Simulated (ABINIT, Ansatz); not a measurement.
# RbIO3 (R3m): one start, several treatments of the self-energy

How much does the gap of RbIO3 (R3m) depend on the approximation to the self-energy?

Program: ABINIT 10.8.3. Level of theory: LDA and many-body steps on it, plane waves. Results are calculated unless marked as measured.

### 1. The starting structure

Symmetry: R3m, No. 160, trigonal system. The conventional cell has a = 6.375 Å, b = 6.375 Å, c = 7.866 Å, α = 90.00°, β = 90.00°, γ = 120.00°. Rb has 12 O at 3.09 to 3.36 Å nearest. I has 3 O at 1.82 Å nearest. Nearest to O lie 2 I at 1.82 to 2.73 Å and 4 Rb at 3.09 to 3.36 Å. Farther neighbours and most contacts between anions are not listed.

The cell and positions are those that the Materials Project relaxed with its own functionals (PBE, PBE+U or r2SCAN), kept fixed. Spin-orbit coupling is left out unless a step names it.

### 2. Empty states on the mesh, 2×2×2 mesh, 182 bands

This step: ABINIT 10.8.3; DFT, LDA, plane waves, norm-conserving pseudopotentials.

The sums over transitions need many empty states on a uniform mesh; this step solves for them.

The input, run.abi:

```
acell 3*1.0 Angstrom
rprim 
  3.187728926621 1.840436153888 2.622110720600
  -3.187728926621 1.840436153888 2.622110720600
  -0.000000000000 -3.680872307776 2.622110720600
ntypat 3
znucl 37 53 8
natom 5
typat 1 2 3 3 3
xred 
  0.515642950000 0.515642950000 0.515642950000
  0.001050200000 0.001050200000 0.001050200000
  0.036532590000 0.601941670000 0.036532590000
  0.036532590000 0.036532590000 0.601941670000
  0.601941670000 0.036532590000 0.036532590000
pp_dirpath "pseudos"
pseudos "Rb.upf, I.upf, O.upf"
ecut 36
ngkpt 2 2 2
nshiftk 1
shiftk 0 0 0
kptopt 1
chksymbreak 0
iscf -2
irdden 1
istwfk *1
nband 182
nbdbuf 16
tolwfr 1e-09
nstep 60
prtvol 0
indata_prefix "in"
outdata_prefix "out"
tmpdata_prefix "tmp"
```

On the command line:

```
OMP_NUM_THREADS=1 mpirun -n 4 abinit run.abi > log
```

Numbers of over 12 decimals in the logs are rounded to 6 here.

What it wrote:

```text
.Version 10.8.3 of ABINIT. v10.8.2 released Aug 2026.

 Symmetries : space group R3 m (#160); Bravais hR (rhombohedral)
[... echo of the input left out ...]
== DATASET  1 ==================================================================
-   mpi_nproc: 4, omp_nthreads: 1 (-1 if OMP is not activated)

--- !DatasetInfo
iteration_state: {dtset: 1, }
dimensions: {natom: 5, nkpt: 4, mband: 182, nsppol: 1, nspinor: 1, nspden: 1, mpw: 6444, }
cutoff_energies: {ecut:  36.0, pawecutdg:  -1.0, }
[...]
2.68097    2.68403    2.68403    2.69363    2.69765    2.69765    2.71583    2.71583
   2.72605    2.78293    2.80332    2.80332    2.82809    2.83126    2.83127    2.83492
   2.86287    2.86289    2.91727    2.93125    2.93604    2.96335
 prteigrs : prtvol=0 or 1, do not print more k-points.

== END DATASET(S) ==============================================================
================================================================================

 -outvars: echo values of variables after computation  --------
            nband         182
             nkpt           4
          spgroup         160
 [... the other variables as echoed above ...]

 Calculation completed.
```

It took 5.1 min on 4 MPI ranks of AMD EPYC 7571, shared host; peak memory 0.44 GiB.

Numbers from this step:

```
gap                                                           : 2.723 eV
k of the valence top                                          : 0.5, 0.5, 0.5
k of the conduction bottom                                    : 0.5, 0.5, 0.5
least direct gap                                              : 2.723 eV
k points computed                                             : 4
lowest point of the top converged band, above the valence top : 72.2612 eV
```

On this mesh the gap is 2.723 eV.

The density comes from a self-consistent run that is not shown.

### 3. Screening, 2×2×2 mesh, 78 bands, screening to 114.3 eV

The RPA dielectric matrix is built and inverted for each q.

This step: RPA screening on LDA, plane waves, norm-conserving pseudopotentials.

Changes to run.abi since step 2:

```diff
@@ -23,10 +23,11 @@
 chksymbreak 0
-iscf -2
-irdden 1
 istwfk *1
-nband 182
-nbdbuf 16
-tolwfr 1e-09
-nstep 60
-prtvol 0
+occopt 1
+irdwfk 1
+optdriver 3
+nband 78
+ecuteps 4.2
+inclvkb 2
+awtr 1
+symchi 1
 indata_prefix "in"
```

What it wrote:

```text
.Version 10.8.3 of ABINIT. v10.8.2 released Aug 2026.

 Symmetries : space group R3 m (#160); Bravais hR (rhombohedral)
[... echo of the input left out ...]
== DATASET  1 ==================================================================
-   mpi_nproc: 4, omp_nthreads: 1 (-1 if OMP is not activated)

--- !DatasetInfo
iteration_state: {dtset: 1, }
dimensions: {natom: 5, nkpt: 4, mband: 78, nsppol: 1, nspinor: 1, nspden: 1, mpw: 6444, }
cutoff_energies: {ecut:  36.0, pawecutdg:  -1.0, }
electrons: {nelect:   3.40000000E+01, charge:   0.00000000E+00, occopt:   1.00000000E+00, tsmear:   1.00000000E-02, }

 SCREENING: Calculation of the susceptibility and dielectric matrices

 Based on a program developped by R.W. Godby, V. Olevano, G. Onida, and L. Reining.
 Incorporated in ABINIT by V. Olevano, G.-M. Rignanese, and M. Torrent.
.Using double precision arithmetic ; gwpc =  8

[... cell and pseudopotentials left out ...]
--------------------------------------------------------------------------------

 ==== K-mesh for the wavefunctions ====
 Number of points in the irreducible wedge :     4
[... list of points left out ...]
 Together with  6 symmetry operations and time-reversal symmetry
 yields     8 points in the full Brillouin Zone.

 ==== Q-mesh for the screening function ====
 Number of points in the irreducible wedge :     4
[... list of points left out ...]
 Together with  6 symmetry operations and time-reversal symmetry
 yields     8 points in the full Brillouin Zone.

 setmesh: FFT mesh size selected  =    32x   32x   32
          total number of points  =        32768

 vcoul_init : cutoff-mode = AUXILIARY_FUNCTION
 q-points for optical limit:   1
     1)      0.000010    0.000020    0.000030

- screening: taking advantage of time-reversal symmetry
- Maximum band index for partially occupied states nbvw = 17
- Remaining bands to be divided among processors   nbcw = 61
- Number of bands treated by each node ~15

 Number of electrons calculated from density =   34.0000; Expected =   34.0000
 average of density, n =  0.054586
 r_s =    1.6354
 omega_plasma =   22.5369 [eV]

 calculating chi0 at frequencies [eV] :
  1    0.000000E+00    0.000000E+00
  2    0.000000E+00    2.253692E+01

--------------------------------------------------------------------------------
  q-point number  1        q = ( 0.000000, 0.000000, 0.000000) [r.l.u.]
--------------------------------------------------------------------------------
[... chi0 elements left out ...]
 For q-point:  0.000010 0.000020 0.000030
  dielectric constant =   3.9916
  dielectric constant without local fields =   4.6960

  Average fulfillment of the sum rule on Im[epsilon] for q-point    1 :     52.42  [%]
[... wings left out ...]
  q-point number  2        q = ( 0.500000, 0.000000, 0.000000) [r.l.u.]
--------------------------------------------------------------------------------
[... chi0 elements left out ...]
  Average fulfillment of the sum rule on Im[epsilon] for q-point    2 :     61.89  [%]

 [... 2 further q-points ...]
```

Run time: 35 s. Hardware: 4 MPI ranks; peak memory 0.78 GiB; 2.3 min of CPU time.

Numbers from this step:

| Item | Value |
| --- | --- |
| ε∞ with local fields, on this mesh, along the program's q direction | 3.992 |
| the same without local fields | 4.696 |
| plasma frequency | 22.54 eV |
| plane waves in the screening matrix | 251 |

Local fields lower ε∞ by 15 %. On a Γ-centred mesh this coarse the value itself is usually too large, while a short band sum pulls it down.

### 4. G0W0, Godby-Needs plasmon pole

The self-energy is evaluated for the states that the input lists, and the levels follow from it, in one-shot runs by the linearised quasiparticle equation.

This step: G0W0 on LDA, plane waves, norm-conserving pseudopotentials.

Changes to run.abi since step 3:

```diff
@@ -26,8 +26,17 @@
 irdwfk 1
-optdriver 3
+optdriver 4
 nband 78
+gwcalctyp 0
+ecutsigx 36
+symsigma 1
+nkptgw 2
+kptgw 
+  0.5000000000 0.5000000000 0.5000000000
+  0.0000000000 0.0000000000 0.0000000000
+bdgw 
+  16 19
+  14 20
 ecuteps 4.2
-inclvkb 2
-awtr 1
-symchi 1
+irdscr 1
+ppmodel 1
 indata_prefix "in"
```

What it wrote:

```text
.Version 10.8.3 of ABINIT. v10.8.2 released Aug 2026.

 Symmetries : space group R3 m (#160); Bravais hR (rhombohedral)
[... echo of the input left out ...]
== DATASET  1 ==================================================================
-   mpi_nproc: 4, omp_nthreads: 1 (-1 if OMP is not activated)

--- !DatasetInfo
iteration_state: {dtset: 1, }
dimensions: {natom: 5, nkpt: 4, mband: 78, nsppol: 1, nspinor: 1, nspden: 1, mpw: 6444, }
cutoff_energies: {ecut:  36.0, pawecutdg:  -1.0, }
electrons: {nelect:   3.40000000E+01, charge:   0.00000000E+00, occopt:   1.00000000E+00, tsmear:   1.00000000E-02, }

 SIGMA: Calculation of the GW corrections

 Based on a program developped by R.W. Godby, V. Olevano, G. Onida, and L. Reining.
 Incorporated in ABINIT by V. Olevano, G.-M. Rignanese, and M. Torrent.
.Using double precision arithmetic ; gwpc =  8

[... cell and pseudopotentials left out ...]
--------------------------------------------------------------------------------

 ==== K-mesh for the wavefunctions ====
 Number of points in the irreducible wedge :     4
[... list of points left out ...]
 Together with  6 symmetry operations and time-reversal symmetry
 yields     8 points in the full Brillouin Zone.

 ==== Q-mesh for screening function ====
 Number of points in the irreducible wedge :     4
[... list of points left out ...]
 Together with  6 symmetry operations and time-reversal symmetry
 yields     8 points in the full Brillouin Zone.

 vcoul_init : cutoff-mode = AUXILIARY_FUNCTION
 q-points for optical limit:   1
     1)      0.000010    0.000020    0.000030
 setmesh: FFT mesh size selected  =    48x   48x   48
          total number of points  =       110592

 Number of electrons calculated from density =   34.0000; Expected =   34.0000
 average of density, n =  0.054586
 r_s =    1.6354
 omega_plasma =   22.5369 [eV]

 === KS Band Gaps ===
  >>>> For spin  1
   Minimum direct gap =   2.7231 [eV], located at k-point      :   0.5000  0.5000  0.5000
   Fundamental gap    =   2.7231 [eV], Top of valence bands at :   0.5000  0.5000  0.5000
                                       Bottom of conduction at :   0.5000  0.5000  0.5000
 SIGMA fundamental parameters:
 PLASMON POLE MODEL  1
 number of plane-waves for SigmaX                 6421
 number of plane-waves for SigmaC and W            251
 number of plane-waves for wavefunctions          6421
 number of bands                                    78
 number of independent spin polarizations            1
 number of spinorial components                      1
 number of k-points in IBZ                           4
 number of q-points in IBZ                           4
 number of symmetry operations                       6
 number of k-points in BZ                            8
 number of q-points in BZ                            8
 number of frequencies for dSigma/dE                 9
 frequency step for dSigma/dE [eV]                0.25
 number of omega for Sigma on real axis              0
 max omega for Sigma on real axis  [eV]           0.00
 zcut for avoiding poles [eV]                     0.10

 EPSILON^-1 parameters (SCR file):
 dimension of the eps^-1 matrix on file            251
 dimension of the eps^-1 matrix used               251
 number of plane-waves for wavefunctions          6421
 number of bands                                    78
 number of q-points in IBZ                           4
 number of frequencies                               2
 number of real frequencies                          1
 number of imag frequencies                          1

 matrix elements of self-energy operator (all in [eV])

 Perturbative Calculation

--- !SelfEnergy_ee
iteration_state: {dtset: 1, }
kpoint     : [   0.500,    0.500,    0.500, ]
spin       : 1
KS_gap     :    2.723
QP_gap     :    4.591
Delta_QP_KS:    1.868
data: !SigmaeeData |
     Band     E0 <VxcDFT>   SigX SigC(E0)      Z dSigC/dE  Sig(E)    E-E0       E
       16   0.664 -19.417 -24.742   4.987   0.761  -0.314 -19.674  -0.257   0.407
       17   1.146 -16.956 -20.651   3.270   0.791  -0.264 -17.292  -0.336   0.809
       18   3.869 -13.749  -9.596  -2.276   0.816  -0.225 -12.217   1.532   5.400
       19   3.869 -13.749  -9.596  -2.276   0.816  -0.225 -12.217   1.532   5.400

--- !SelfEnergy_ee
iteration_state: {dtset: 1, }
kpoint     : [   0.000,    0.000,    0.000, ]
spin       : 1
KS_gap     :    6.328
QP_gap     :    8.037
Delta_QP_KS:    1.709
data: !SigmaeeData |
     Band     E0 <VxcDFT>   SigX SigC(E0)      Z dSigC/dE  Sig(E)    E-E0       E
       14  -0.023 -18.342 -23.812   4.778   0.762  -0.313 -18.869  -0.527  -0.550
       15  -0.023 -18.740 -23.812   4.778   0.762  -0.313 -18.964  -0.224  -0.246
       16  -0.023 -18.740 -23.812   4.778   0.762  -0.313 -18.964  -0.224  -0.246
       17   0.138 -18.629 -24.108   5.029   0.759  -0.318 -18.970  -0.341  -0.204
       18   6.466  -9.991  -5.178  -3.200   0.847  -0.180  -8.624   1.367   7.833
       19   7.945 -16.739 -11.040  -3.075   0.784  -0.275 -14.680   2.059  10.003
       20   7.945 -16.739 -11.040  -3.075   0.784  -0.275 -14.680   2.059  10.003

== END DATASET(S) ==============================================================
================================================================================

 -outvars: echo values of variables after computation  --------
           etotal      0.0000000000E+00
            nband          78
             nkpt           4
          spgroup         160
 [... the other variables as echoed above ...]

 Calculation completed.
```

The job ended after 17 s (4 MPI ranks; peak memory 0.67 GiB).

This step gave:

```
G0W0 gap on the points computed              : 4.591 eV
starting gap on the mesh                     : 2.723 eV
k of the valence top                         : 0.5, 0.5, 0.5
k of the conduction bottom                   : 0.5, 0.5, 0.5
Z at the valence top                         : 0.791
Z at the conduction bottom                   : 0.816
least direct G0W0 gap on the computed points : 4.591 eV
```

The gap on the mesh goes from 2.72 eV to 4.59 eV, a correction of +1.87 eV.

### 5. G0W0, Hybertsen-Louie plasmon pole

Changes to run.abi since step 4:

```diff
@@ -40,3 +40,3 @@
 irdscr 1
-ppmodel 1
+ppmodel 2
 indata_prefix "in"
```

What it wrote:

```text
.Version 10.8.3 of ABINIT. v10.8.2 released Aug 2026.

 Symmetries : space group R3 m (#160); Bravais hR (rhombohedral)
[... echo of the input left out ...]
== DATASET  1 ==================================================================
-   mpi_nproc: 4, omp_nthreads: 1 (-1 if OMP is not activated)

--- !DatasetInfo
iteration_state: {dtset: 1, }
dimensions: {natom: 5, nkpt: 4, mband: 78, nsppol: 1, nspinor: 1, nspden: 1, mpw: 6444, }
cutoff_energies: {ecut:  36.0, pawecutdg:  -1.0, }
electrons: {nelect:   3.40000000E+01, charge:   0.00000000E+00, occopt:   1.00000000E+00, tsmear:   1.00000000E-02, }

 SIGMA: Calculation of the GW corrections

 Based on a program developped by R.W. Godby, V. Olevano, G. Onida, and L. Reining.
 Incorporated in ABINIT by V. Olevano, G.-M. Rignanese, and M. Torrent.
.Using double precision arithmetic ; gwpc =  8

[... cell and pseudopotentials left out ...]
--------------------------------------------------------------------------------

 ==== K-mesh for the wavefunctions ====
 Number of points in the irreducible wedge :     4
[... list of points left out ...]
 Together with  6 symmetry operations and time-reversal symmetry
 yields     8 points in the full Brillouin Zone.

 ==== Q-mesh for screening function ====
 Number of points in the irreducible wedge :     4
[... list of points left out ...]
 Together with  6 symmetry operations and time-reversal symmetry
 yields     8 points in the full Brillouin Zone.

 vcoul_init : cutoff-mode = AUXILIARY_FUNCTION
 q-points for optical limit:   1
     1)      0.000010    0.000020    0.000030
 setmesh: FFT mesh size selected  =    48x   48x   48
          total number of points  =       110592

 Number of electrons calculated from density =   34.0000; Expected =   34.0000
[...]
number of omega for Sigma on real axis              0
 max omega for Sigma on real axis  [eV]           0.00
 zcut for avoiding poles [eV]                     0.10

 EPSILON^-1 parameters (SCR file):
 dimension of the eps^-1 matrix on file            251
 dimension of the eps^-1 matrix used               251
 number of plane-waves for wavefunctions          6421
 number of bands                                    78
 number of q-points in IBZ                           4
 number of frequencies                               2
 number of real frequencies                          1
 number of imag frequencies                          1

 matrix elements of self-energy operator (all in [eV])

 Perturbative Calculation

--- !SelfEnergy_ee
iteration_state: {dtset: 1, }
kpoint     : [   0.500,    0.500,    0.500, ]
spin       : 1
KS_gap     :    2.723
QP_gap     :    4.698
Delta_QP_KS:    1.974
data: !SigmaeeData |
     Band     E0 <VxcDFT>   SigX SigC(E0)      Z dSigC/dE  Sig(E)    E-E0       E
       16   0.664 -19.417 -24.742   4.504   0.835  -0.197 -20.103  -0.686  -0.022
       17   1.146 -16.956 -20.651   3.060   0.849  -0.179 -17.495  -0.539   0.606
       18   3.869 -13.749  -9.596  -2.489   0.863  -0.159 -12.314   1.435   5.304
[...]
--- !SelfEnergy_ee
iteration_state: {dtset: 1, }
kpoint     : [   0.000,    0.000,    0.000, ]
spin       : 1
KS_gap     :    6.328
QP_gap     :    8.424
Delta_QP_KS:    2.096
data: !SigmaeeData |
     Band     E0 <VxcDFT>   SigX SigC(E0)      Z dSigC/dE  Sig(E)    E-E0       E
[...]
19   7.945 -16.739 -11.040  -2.956   0.850  -0.176 -14.408   2.331  10.276
       20   7.945 -16.739 -11.040  -2.956   0.850  -0.176 -14.408   2.331  10.276

== END DATASET(S) ==============================================================
================================================================================

 -outvars: echo values of variables after computation  --------
           etotal      0.0000000000E+00
            nband          78
             nkpt           4
          spgroup         160
 [... the other variables as echoed above ...]

 Calculation completed.
```

Wall time 15 s (4 MPI ranks); peak memory 0.61 GiB.

Numbers from this step:

```
G0W0 gap on the points computed              : 4.698 eV
starting gap on the mesh                     : 2.723 eV
k of the valence top                         : 0.5, 0.5, 0.5
k of the conduction bottom                   : 0.5, 0.5, 0.5
Z at the valence top                         : 0.849
Z at the conduction bottom                   : 0.863
least direct G0W0 gap on the computed points : 4.698 eV
```

Against G0W0 in ABINIT (2×2×2 mesh, 78 bands, screening to 114.3 eV, Godby-Needs plasmon pole), the gap moves by +0.107 eV.

### 6. G0W0, Engel-Farid plasmon pole

Changes to run.abi since step 5:

```diff
@@ -40,3 +40,3 @@
 irdscr 1
-ppmodel 2
+ppmodel 4
 indata_prefix "in"
```

What it wrote:

```text
.Version 10.8.3 of ABINIT. v10.8.2 released Aug 2026.

 Symmetries : space group R3 m (#160); Bravais hR (rhombohedral)
[... echo of the input left out ...]
== DATASET  1 ==================================================================
-   mpi_nproc: 4, omp_nthreads: 1 (-1 if OMP is not activated)

--- !DatasetInfo
iteration_state: {dtset: 1, }
dimensions: {natom: 5, nkpt: 4, mband: 78, nsppol: 1, nspinor: 1, nspden: 1, mpw: 6444, }
cutoff_energies: {ecut:  36.0, pawecutdg:  -1.0, }
[...]
Band     E0 <VxcDFT>   SigX SigC(E0)      Z dSigC/dE  Sig(E)    E-E0       E
[...]
19   7.945 -16.739 -11.040  -3.000   0.800  -0.250 -14.580   2.159  10.103
       20   7.945 -16.739 -11.040  -3.000   0.800  -0.250 -14.580   2.159  10.103

== END DATASET(S) ==============================================================
================================================================================

 -outvars: echo values of variables after computation  --------
           etotal      0.0000000000E+00
            nband          78
             nkpt           4
          spgroup         160
 [... the other variables as echoed above ...]

 Calculation completed.
```

Run time: 16 s. Hardware: 4 MPI ranks; peak memory 0.66 GiB; 64 s of CPU time.

Numbers from this step:

* G0W0 gap on the points computed: 4.612 eV
* starting gap on the mesh: 2.723 eV
* k of the valence top: 0.5, 0.5, 0.5
* k of the conduction bottom: 0.5, 0.5, 0.5
* least direct G0W0 gap on the computed points: 4.612 eV

Against G0W0 in ABINIT (2×2×2 mesh, 78 bands, screening to 114.3 eV, Godby-Needs plasmon pole), the gap moves by +0.021 eV.

(Part 1 of 2 ends here.)

[Paths, hosts, dates, memory and timing lines, banners, echoed tables and standing remarks are left out of the program output.]

[Logs are printed without paths, hosts, clocks, repeated set-up lines and the standing remarks that a program may print on its own settings, such as how far it seeks lower states.]

[Runs of the session that timed out or met a known fault of the program may be left out.]

[Hosts, paths, dates, database ids (printed as entryN), source tags and the programs' standing remarks are cut or masked in the printed files.]

[G0W0 gaps are taken among the corrected bands and points alone; a level outside them can change the order at an edge.]

[Where Ansatz stands beside ABINIT at settings called matched, ABINIT's density can come from a denser mesh and the files from another edition; pairs whose starting gaps differed by over 0.03 eV were left out, so agreement reads better than it is.]
